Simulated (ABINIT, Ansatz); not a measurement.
# RbCaH3 (Pm-3m): Raman and infrared activity

Which lines does RbCaH3 (Pm-3m) show in Raman and infrared spectra?

Main program and level: ABINIT 10.8.3; DFT LDA, scalar-relativistic, plane waves, PseudoDojo norm-conserving pseudopotentials.

## Step 1: Set-up

It takes space group Pm-3m (No. 221, cubic). Conventional cell: a = 4.397 Å, b = 4.397 Å, c = 4.397 Å, α = 90.00°, β = 90.00°, γ = 90.00°. Nearest to Rb lie 12 H at 3.11 Å. Ca has 6 H at 2.20 Å nearest. H has 2 Ca at 2.20 Å and 8 H at 3.11 Å and 4 Rb at 3.11 Å nearest. Farther neighbours are not listed.

## Step 2: Relaxation

The harmonic expansion needs vanishing forces, and a free crystal bears no stress, so cell and atoms are brought to rest. Stress is more sensitive to the basis than forces are: the last 3 Ha under the cutoff are smoothed with ecutsm, and the cutoff is raised above that of the later runs.

The starting cell comes from a relaxation made beforehand in Ansatz (LDA, PseudoDojo NC).

Input file relax.abi:

```
# relaxation
ionmov 2
optcell 2
dilatmx 1.08
ntime 40
tolmxf 1.0d-05
tolvrs 1.0d-14
prtwf 0
prtden 0
chksymtnons 0

# basis, mesh and filling
ecut 39.0
ecutsm 3.0
ngkpt 6 6 6
nshiftk 1
shiftk 0.0 0.0 0.0
istwfk *1
occopt 1
nband 11
nstep 100
diemac 9.0
prtebands 0
prtgsr 0

# cell and atoms
acell 8.309585712 8.309585712 8.309585712
rprim 
    1.0 0.0 0.0
    0.0 1.0 0.0
    0.0 0.0 1.0
ntypat 3
znucl 37 20 1
natom 5
typat 1 2 3 3 3
xred 
    0.0 0.0 0.0
    0.5 0.5 0.5
    0.0 0.5 0.5
    0.5 0.0 0.5
    0.5 0.5 0.0
pp_dirpath "./pseudo"
pseudos "Rb.upf, Ca.upf, H.upf"
```

The run is started by

```sh
$ OMP_NUM_THREADS=1 mpirun -n 4 abinit relax.abi > relax.log
```

Numbers of over 12 decimals in the logs are rounded to 6 here.

relax.abo, the main output file:

```text
[banners, grids, parts of the stress and lines that vanish by symmetry left out]
- input  file    -> relax.abi
- output file    -> relax.abo
- root for input  files -> relaxi
[...]
Symmetries : space group Pm -3 m (#221); Bravais cP (primitive cubic)
[...]
mpw =        8480          nfft =      157464          nkpt =          20
[...]
== DATASET  1 ==================================================================
[...]
cutoff_energies: {ecut:  39.0, pawecutdg:  -1.0, }
[...]
ETOT  1  -67.497367164413    -6.750E+01 1.205E-01 4.670E+02
 ETOT  2  -67.581205406977    -8.384E-02 3.419E-04 3.668E+01
 ETOT  3  -67.582598109737    -1.393E-03 9.177E-05 3.941E+00
 ETOT  4  -67.582744103033    -1.460E-04 5.628E-06 3.577E-02
 ETOT  5  -67.582749436714    -5.334E-06 9.337E-07 5.841E-03
[...]
At SCF step   15       vres2   =  3.73E-15 < tolvrs=  1.00E-14 =>converged.
[...]
sigma(1 1)=  1.58974480E-07  sigma(3 2)=  0.00000000E+00
  sigma(2 2)=  1.58974480E-07  sigma(3 1)=  0.00000000E+00
  sigma(3 3)=  1.58974480E-07  sigma(2 1)=  0.00000000E+00
[...]
convergence: {deltae:  2.714E-12, res2:  3.728E-15, residm:  1.189E-16, diffor: null, }
etotal    :  -6.75827504E+01
[...]
ETOT  1  -67.582750412056    -6.758E+01 2.717E-11 1.665E-05
[...]
At SCF step    8       vres2   =  4.16E-15 < tolvrs=  1.00E-14 =>converged.
[...]
sigma(1 1)=  1.44881501E-07  sigma(3 2)=  0.00000000E+00
  sigma(2 2)=  1.44881501E-07  sigma(3 1)=  0.00000000E+00
  sigma(3 3)=  1.44881501E-07  sigma(2 1)=  0.00000000E+00
[...]
convergence: {deltae: -4.661E-12, res2:  4.159E-15, residm:  3.742E-18, diffor: null, }
etotal    :  -6.75827504E+01
[...]
ETOT  1  -67.582750297837    -6.758E+01 1.249E-08 1.760E-03
[...]
ETOT  9  -67.582750419113    -2.416E-12 2.716E-17 9.814E-14
 ETOT 10  -67.582750419111     2.530E-12 4.569E-18 1.745E-15
 At SCF step   10       vres2   =  1.75E-15 < tolvrs=  1.00E-14 =>converged.
[...]
sigma(1 1)= -2.94481549E-11  sigma(3 2)=  0.00000000E+00
  sigma(2 2)= -2.94481601E-11  sigma(3 1)=  0.00000000E+00
  sigma(3 3)= -2.94481575E-11  sigma(2 1)=  0.00000000E+00
[...]
convergence: {deltae:  2.530E-12, res2:  1.745E-15, residm:  4.569E-18, diffor: null, }
etotal    :  -6.75827504E+01
[...]
At Broyd/MD step   3, gradients are converged :
[...]
sigma(1 1)= -2.94481549E-11  sigma(3 2)=  0.00000000E+00
  sigma(2 2)= -2.94481601E-11  sigma(3 1)=  0.00000000E+00
  sigma(3 3)= -2.94481575E-11  sigma(2 1)=  0.00000000E+00
[...]
- sigma(1 1)= -8.66394628E-07  sigma(3 2)=  0.00000000E+00
- sigma(2 2)= -8.66394781E-07  sigma(3 1)=  0.00000000E+00
- sigma(3 3)= -8.66394704E-07  sigma(2 1)=  0.00000000E+00
[...]
fcart     -0.0000000000E+00 -0.0000000000E+00 -0.0000000000E+00
           strten     -2.9448154852E-11 -2.9448160056E-11 -2.9448157454E-11
================================================================================

[key lines of the parts left out:]
pressure_GPa:   8.6639E-07
Total energy (etotal) [Ha]= -6.75827504191107E+01
```

The job ended after 93 s (4 MPI ranks of Intel Xeon Platinum 8175M at 2.50GHz (Skylake/Cascade Lake), shared host; 6.2 min of CPU time).

Little changed from the start: no atom moved by 0.005 Å and no cell edge by 0.1 %.

This step gave:

```
volume per atom : 17.00 Å³
pressure        : 8.66e-7 GPa
```

## Step 3: Ground state

First-order wavefunctions inherit every error of the ground state, hence the very tight tolvrs. The mesh is shifted off Γ, since shifted meshes converge sums over the zone faster.

Input file gs.abi:

```
# ground state
tolvrs 1.0d-16
prtden 1
prtwf 1

# basis, mesh and filling
ecut 31.0
ngkpt 6 6 6
nshiftk 1
shiftk 0.5 0.5 0.5
istwfk *1
occopt 1
nband 11
nstep 100
diemac 9.0
prtebands 0
prtgsr 0

# cell and atoms
acell 8.309138731 8.309138731 8.309138731
rprim 
    1.0 0.0 0.0
    0.0 1.0 0.0
    0.0 0.0 1.0
ntypat 3
znucl 37 20 1
natom 5
typat 1 2 3 3 3
xred 
    0.0 0.0 0.0
    0.5 0.5 0.5
    0.0 0.5 0.5
    0.5 0.0 0.5
    0.5 0.5 0.0
pp_dirpath "./pseudo"
pseudos "Rb.upf, Ca.upf, H.upf"
```

The run is started by

```sh
$ OMP_NUM_THREADS=1 mpirun -n 4 abinit gs.abi > gs.log
```

gs.abo, the main output file:

```text
[banners, grids, parts of the stress and lines that vanish by symmetry left out]
- input  file    -> gs.abi
- output file    -> gs.abo
- root for input  files -> gsi
[...]
Symmetries : space group Pm -3 m (#221); Bravais cP (primitive cubic)
[...]
mpw =        4749          nfft =       91125          nkpt =          10
[...]
== DATASET  1 ==================================================================
[...]
cutoff_energies: {ecut:  31.0, pawecutdg:  -1.0, }
[...]
ETOT  1  -67.498358753542    -6.750E+01 1.295E-01 2.553E+02
 ETOT  2  -67.580849480290    -8.249E-02 7.669E-04 2.437E+01
 ETOT  3  -67.582362923525    -1.513E-03 9.414E-05 2.352E+00
 ETOT  4  -67.582515907417    -1.530E-04 8.995E-06 3.044E-02
 ETOT  5  -67.582522662078    -6.755E-06 1.021E-06 3.624E-03
[...]
ETOT 16  -67.582523701983    -2.132E-12 7.053E-18 1.231E-15
 ETOT 17  -67.582523701984    -1.478E-12 8.849E-19 4.988E-17
 At SCF step   17       vres2   =  4.99E-17 < tolvrs=  1.00E-16 =>converged.
[...]
sigma(1 1)=  3.44688129E-06  sigma(3 2)=  0.00000000E+00
  sigma(2 2)=  3.44688129E-06  sigma(3 1)=  0.00000000E+00
  sigma(3 3)=  3.44688129E-06  sigma(2 1)=  0.00000000E+00
[...]
convergence: {deltae: -1.478E-12, res2:  4.988E-17, residm:  8.849E-19, diffor: null, }
etotal    :  -6.75825237E+01
[...]
sigma(1 1)=  3.44688129E-06  sigma(3 2)=  0.00000000E+00
  sigma(2 2)=  3.44688129E-06  sigma(3 1)=  0.00000000E+00
  sigma(3 3)=  3.44688129E-06  sigma(2 1)=  0.00000000E+00
[...]
- sigma(1 1)=  1.01410749E-01  sigma(3 2)=  0.00000000E+00
- sigma(2 2)=  1.01410749E-01  sigma(3 1)=  0.00000000E+00
- sigma(3 3)=  1.01410749E-01  sigma(2 1)=  0.00000000E+00
[...]
fcart     -0.0000000000E+00 -0.0000000000E+00 -0.0000000000E+00
           strten      3.4468812862E-06  3.4468812862E-06  3.4468812862E-06
================================================================================

[key lines of the parts left out:]
pressure_GPa:  -1.0141E-01
```

Wall time 18 s (4 MPI ranks).

Read from the output:

| Property | Result |
| --- | --- |
| pressure | -0.1014 GPa |

The cell stands at -0.10 GPa: the relaxation ran with a smoothed and higher cutoff and on another k mesh.

## Step 4: The gap at rest

Empty bands on the ground state's density check that the gap assumed so far is there in this cell.

Input file gap.abi:

```
# empty bands on the ground state's density
iscf -2
getden_filepath "gso_DEN"
tolwfr 1.0d-12
nbdbuf 2
prtwf 0

# basis, mesh and filling
ecut 31.0
ngkpt 6 6 6
nshiftk 1
shiftk 0.0 0.0 0.0
istwfk *1
occopt 1
nband 15
nstep 100
diemac 9.0
prtebands 0
prtgsr 0

# cell and atoms
acell 8.309138731 8.309138731 8.309138731
rprim 
    1.0 0.0 0.0
    0.0 1.0 0.0
    0.0 0.0 1.0
ntypat 3
znucl 37 20 1
natom 5
typat 1 2 3 3 3
xred 
    0.0 0.0 0.0
    0.5 0.5 0.5
    0.0 0.5 0.5
    0.5 0.0 0.5
    0.5 0.5 0.0
pp_dirpath "./pseudo"
pseudos "Rb.upf, Ca.upf, H.upf"
```

The run is started by

```sh
$ OMP_NUM_THREADS=1 mpirun -n 4 abinit gap.abi > gap.log
```

gap.abo, the main output file:

```text
[banners, grids, parts of the stress and lines that vanish by symmetry left out]
- input  file    -> gap.abi
- output file    -> gap.abo
- root for input  files -> gapi
[...]
Symmetries : space group Pm -3 m (#221); Bravais cP (primitive cubic)
[...]
mpw =        4757          nfft =       91125          nkpt =          20
[...]
== DATASET  1 ==================================================================
[...]
cutoff_energies: {ecut:  31.0, pawecutdg:  -1.0, }
[...]
-outvars: echo values of variables after computation
            acell      8.3091387310E+00  8.3091387310E+00  8.3091387310E+00 Bohr
================================================================================
```

Run time: 27 s. Hardware: 4 MPI ranks.

Numbers from this step:

```yaml
gap_on_the_k_mesh: 2.829 eV
```

In this cell the gap on the mesh is 2.8 eV, direct, so fixed occupations hold.

## Step 5: Zone-centre response

The derivative of the wavefunctions by k comes first, since the response to a field is built on it; then the field and the displacements that symmetry doesn't supply are solved at q = 0. By the 2n+1 theorem the first-order wavefunctions also give third derivatives: Raman tensors and the non-linear susceptibility.

It reads the wavefunctions written in step 3.

Input file dfpt_gamma.abi:

```
ndtset 3

# common to the responses
getwfk_filepath "gso_WFK"
kptopt 2
nqpt 1
qpt 0.0 0.0 0.0
asr 0
chneut 0

# d/dk
rfelfd1 2
rfdir1 1 1 1
iscf1 -3
tolwfr1 1.0d-20

# displacements, field
rfphon2 1
rfatpol2 1 5
rfdir2 1 1 1
rfelfd2 3
getddk2 1
tolvrs2 1.0d-10
prepanl2 1
prtden2 1

# third order
optdriver3 5
getden_filepath3 "gso_DEN"
get1den3 2
get1wf3 2
getddk3 1
d3e_pert1_elfd3 1
d3e_pert1_phon3 1
d3e_pert1_atpol3 1 5
d3e_pert1_dir3 1 1 1
d3e_pert2_elfd3 1
d3e_pert2_dir3 1 1 1
d3e_pert3_elfd3 1
d3e_pert3_dir3 1 1 1
usepead3 1
tolvrs3 1.0d-10

# basis, mesh and filling
ecut 31.0
ngkpt 6 6 6
nshiftk 1
shiftk 0.5 0.5 0.5
istwfk *1
occopt 1
nband 11
nstep 100
diemac 9.0
prtebands 0
prtgsr 0

# cell and atoms
acell 8.309138731 8.309138731 8.309138731
rprim 
    1.0 0.0 0.0
    0.0 1.0 0.0
    0.0 0.0 1.0
ntypat 3
znucl 37 20 1
natom 5
typat 1 2 3 3 3
xred 
    0.0 0.0 0.0
    0.5 0.5 0.5
    0.0 0.5 0.5
    0.5 0.0 0.5
    0.5 0.5 0.0
pp_dirpath "./pseudo"
pseudos "Rb.upf, Ca.upf, H.upf"
```

The run is started by

```sh
$ OMP_NUM_THREADS=1 mpirun -n 4 abinit dfpt_gamma.abi > dfpt_gamma.log
```

dfpt_gamma.abo, the main output file:

```text
[banners, grids, parts of the stress and lines that vanish by symmetry left out]
- input  file    -> dfpt_gamma.abi
- output file    -> dfpt_gamma.abo
- root for input  files -> dfpt_gammai
[...]
DATASET    1 : space group Pm -3 m (#221); Bravais cP (primitive cubic)
[...]
nfft =       91125          nkpt =         108
[...]
DATASET    2 : space group Pm -3 m (#221); Bravais cP (primitive cubic)
[...]
nfft =       91125          nkpt =         108
[...]
DATASET    3 : space group Pm -3 m (#221); Bravais cP (primitive cubic)
[...]
mpw =        4749          nfft =       91125          nkpt =         108
[...]
== DATASET  1 ==================================================================
[...]
cutoff_energies: {ecut:  31.0, pawecutdg:  -1.0, }
[...]
-  1.00000   1.00000  180309                  znucl, zion, pspdat
[...]
Perturbation : derivative vs k along direction   1
[...]
-ETOT  1  -11.896216704724     -1.190E+01 1.205E-01 0.000E+00
 ETOT  2  -11.985852734089     -8.964E-02 1.609E-02 0.000E+00
 ETOT  3  -11.989774431937     -3.922E-03 7.318E-04 0.000E+00
 ETOT  4  -11.990025782564     -2.514E-04 6.799E-05 0.000E+00
 ETOT  5  -11.990043930878     -1.815E-05 5.792E-06 0.000E+00
[...]
At SCF step   20   max residual=  9.97E-21 < tolwfr=  1.00E-20 =>converged.
[...]
Perturbation : derivative vs k along direction   2
[...]
-ETOT  1  -11.895193851587     -1.190E+01 1.205E-01 0.000E+00
[...]
At SCF step   20   max residual=  9.99E-21 < tolwfr=  1.00E-20 =>converged.
[...]
Perturbation : derivative vs k along direction   3
[...]
-ETOT  1  -11.896216719117     -1.190E+01 1.205E-01 0.000E+00
[...]
At SCF step   20   max residual=  9.97E-21 < tolwfr=  1.00E-20 =>converged.
[...]
1        1       0.8977693705    0.0000000000
     1        2       0.0000000000    0.0000000000
     1        3       0.0000000000    0.0000000000
     2        1       0.0000000000    0.0000000000
     2        2       0.8977693705    0.0000000000
     2        3       0.0000000000    0.0000000000
     3        1       0.0000000000    0.0000000000
     3        2       0.0000000000    0.0000000000
     3        3       0.8977693705   -0.0000000000
[...]
== DATASET  2 ==================================================================
[...]
cutoff_energies: {ecut:  31.0, pawecutdg:  -1.0, }
[...]
Perturbation : displacement of atom   1   along direction   1
[...]
-ETOT  1   1.455604     -1.326E+03 5.248E+00 1.004E+02
[...]
At SCF step   12       vres2   =  3.29E-11 < tolvrs=  1.00E-10 =>converged.
[...]
Perturbation : displacement of atom   2   along direction   1
[...]
-ETOT  1   9.188808     -3.118E+03 1.312E+01 4.576E+02
[...]
At SCF step   14       vres2   =  1.67E-11 < tolvrs=  1.00E-10 =>converged.
[...]
Perturbation : displacement of atom   3   along direction   1
[...]
-ETOT  1   4.612838     -7.009E+01 2.343E-01 2.553E+03
[...]
At SCF step   11       vres2   =  2.25E-11 < tolvrs=  1.00E-10 =>converged.
[...]
Perturbation : displacement of atom   3   along direction   2
[...]
-ETOT  1  0.956932     -6.897E+01 3.957E-01 1.963E+03
[...]
At SCF step   11       vres2   =  5.52E-11 < tolvrs=  1.00E-10 =>converged.
[...]
Perturbation : homogeneous electric field along direction   1
[...]
-ETOT  1  -59.659065941236     -5.966E+01 2.578E+00 5.735E+03
[...]
At SCF step   13       vres2   =  3.41E-11 < tolvrs=  1.00E-10 =>converged.
[...]
Perturbation : homogeneous electric field along direction   2
[...]
-ETOT  1  -59.652532804803     -5.965E+01 2.578E+00 5.731E+03
[...]
At SCF step   13       vres2   =  2.93E-11 < tolvrs=  1.00E-10 =>converged.
[...]
Perturbation : homogeneous electric field along direction   3
[...]
-ETOT  1  -59.659066237293     -5.966E+01 2.578E+00 5.735E+03
[...]
ETOT 12  -64.054364538879     -1.420E-10 8.236E-11 5.717E-10
 ETOT 13  -64.054364538894     -1.479E-11 1.048E-11 3.378E-11
 At SCF step   13       vres2   =  3.38E-11 < tolvrs=  1.00E-10 =>converged.
[...]
Dielectric tensor, in cartesian coordinates,
[...]
1    7   1    7         3.4538208089        -0.0000000000
   1    7   2    7        -0.0000000000        -0.0000000000
   1    7   3    7        -0.0000000000        -0.0000000000
   2    7   1    7        -0.0000000000        -0.0000000000
   2    7   2    7         3.4538208089        -0.0000000000
   2    7   3    7        -0.0000000000        -0.0000000000
   3    7   1    7        -0.0000000000        -0.0000000000
   3    7   2    7        -0.0000000000        -0.0000000000
   3    7   3    7         3.4538208089        -0.0000000000
  Effective charges, in cartesian coordinates,
[...]
1    1   1    7         1.0883491919         0.0000000000
   2    1   1    7         0.0000000000         0.0000000000
   3    1   1    7         0.0000000000         0.0000000000
   1    2   1    7         1.7379159852         0.0000000000
   2    2   1    7         0.0000000000         0.0000000000
[...]
Effective charges, in cartesian coordinates,
[...]
2    7   1    5         0.0000000000         0.0000000000
   3    7   1    5         0.0000000000         0.0000000000
   1    7   2    5         0.0000000000         0.0000000000
   2    7   2    5        -0.8784104206         0.0000000000
   3    7   2    5         0.0000000000         0.0000000000
   1    7   3    5         0.0000000000         0.0000000000
   2    7   3    5         0.0000000000         0.0000000000
   3    7   3    5        -1.0690669741         0.0000000000
  Phonon wavevector (reduced coordinates) :  0.00000  0.00000  0.00000
 Phonon energies in Hartree :
[...]
Phonon frequencies in cm-1    :
- -4.921935E-01 -4.921933E-01 -4.921926E-01  1.083584E+02  1.083584E+02
-  1.083584E+02  3.496674E+02  3.496674E+02  3.496674E+02  4.059692E+02
-  4.059692E+02  4.059692E+02  1.206614E+03  1.206614E+03  1.206614E+03
  Phonon at Gamma, with non-analyticity in the
[...]
Phonon energies in Hartree :
[...]
Phonon frequencies in cm-1    :
- -4.921935E-01 -4.921933E-01 -4.921551E-01  1.083584E+02  1.083584E+02
-  1.186804E+02  3.496674E+02  3.496674E+02  3.496674E+02  4.059692E+02
-  4.059692E+02  6.419552E+02  1.206614E+03  1.206614E+03  1.291454E+03
  Phonon at Gamma, with non-analyticity in the
[...]
Phonon energies in Hartree :
[...]
Phonon frequencies in cm-1    :
- -4.921935E-01 -4.921926E-01 -4.921558E-01  1.083584E+02  1.083584E+02
-  1.186804E+02  3.496674E+02  3.496674E+02  3.496674E+02  4.059692E+02
-  4.059692E+02  6.419552E+02  1.206614E+03  1.206614E+03  1.291454E+03
  Phonon at Gamma, with non-analyticity in the
[...]
Phonon energies in Hartree :
[...]
Phonon frequencies in cm-1    :
- -4.921933E-01 -4.921926E-01 -4.921560E-01  1.083584E+02  1.083584E+02
-  1.186804E+02  3.496674E+02  3.496674E+02  3.496674E+02  4.059692E+02
-  4.059692E+02  6.419552E+02  1.206614E+03  1.206614E+03  1.291454E+03
[...]
== DATASET  3 ==================================================================
[...]
cutoff_energies: {ecut:  31.0, pawecutdg:  -1.0, }
[...]
1          1       -0.000000000       -0.000000000       -0.000000000
[...]
1          2       -0.000000000       -0.000000000       -0.000000000
[...]
1          3       -0.000000000       -0.000000000       -0.000000000
[...]
2          1       -0.000000000       -0.000000000       -0.000000000
[...]
2          2       -0.000000000       -0.000000000       -0.000000000
[...]
2          3       -0.000000000       -0.000000000       -0.000000000
[...]
3          1       -0.000000000       -0.000000000       -0.000000000
[...]
3          2       -0.000000000       -0.000000000       -0.000000000
[...]
3          3       -0.000000000       -0.000000000       -0.000000000
[...]
4          1       -0.000000000       -0.000000000       -0.000000000
[...]
4          2       -0.000000000       -0.000000000       -0.000000000
[...]
4          3       -0.000000000       -0.000000000       -0.000000000
[...]
5          1       -0.000000000       -0.000000000       -0.000000000
[...]
5          2       -0.000000000       -0.000000000       -0.000000000
[...]
5          3       -0.000000000       -0.000000000       -0.000000000
[...]
strten2     0.0000000000E+00  0.0000000000E+00  0.0000000000E+00
           strten3     0.0000000000E+00  0.0000000000E+00  0.0000000000E+00
================================================================================
```

Elapsed: 18 min, on 4 MPI ranks.

This step gave:

| Item | Value |
| --- | --- |
| miss of the charge sum rule | 3.77e-4 e |
| largest acoustic frequency at the zone centre before the sum rule | -0.49 cm⁻¹ |
| highest optical zone-centre mode (no LO-TO term) | 1207 cm⁻¹ |
| lowest optical zone-centre mode | 108.4 cm⁻¹ |
| mean high-frequency dielectric constant | 3.454 |
| largest Born charge in size (third of the trace) | 1.738 e |

Born charge (rows field, columns displacement), before the sum rule (e), principal values of the symmetric part by kind of site:

```tsv
atom	atoms with these values	low	middle	high	mean
Rb1	1	1.09	1.09	1.09	1.09
Ca2	1	1.74	1.74	1.74	1.74
H3	3	-1.07	-0.88	-0.88	-0.94
```

In full for Ca2:

```
1.74 0.00 0.00
0.00 1.74 0.00
0.00 0.00 1.74
```

High-frequency dielectric tensor:

```
3.45 0.00 0.00
0.00 3.45 0.00
0.00 0.00 3.45
```

The acoustic modes at Γ come out as far as 0.5 cm⁻¹ from zero, where they should vanish, a small numerical error; the Born charges miss their sum rule by 3.8e-4 e, which is good.

(Part 1 of 3 ends here.)

[Host names and launcher messages were left out of these logs when they were recorded.]

[Logs are printed without paths, hosts, clocks, repeated set-up lines and the standing remarks that a program may print on its own settings, such as how far it seeks lower states.]

[Hosts, paths, dates, database ids (printed as entryN), source tags and the programs' standing remarks are cut or masked in the printed files.]
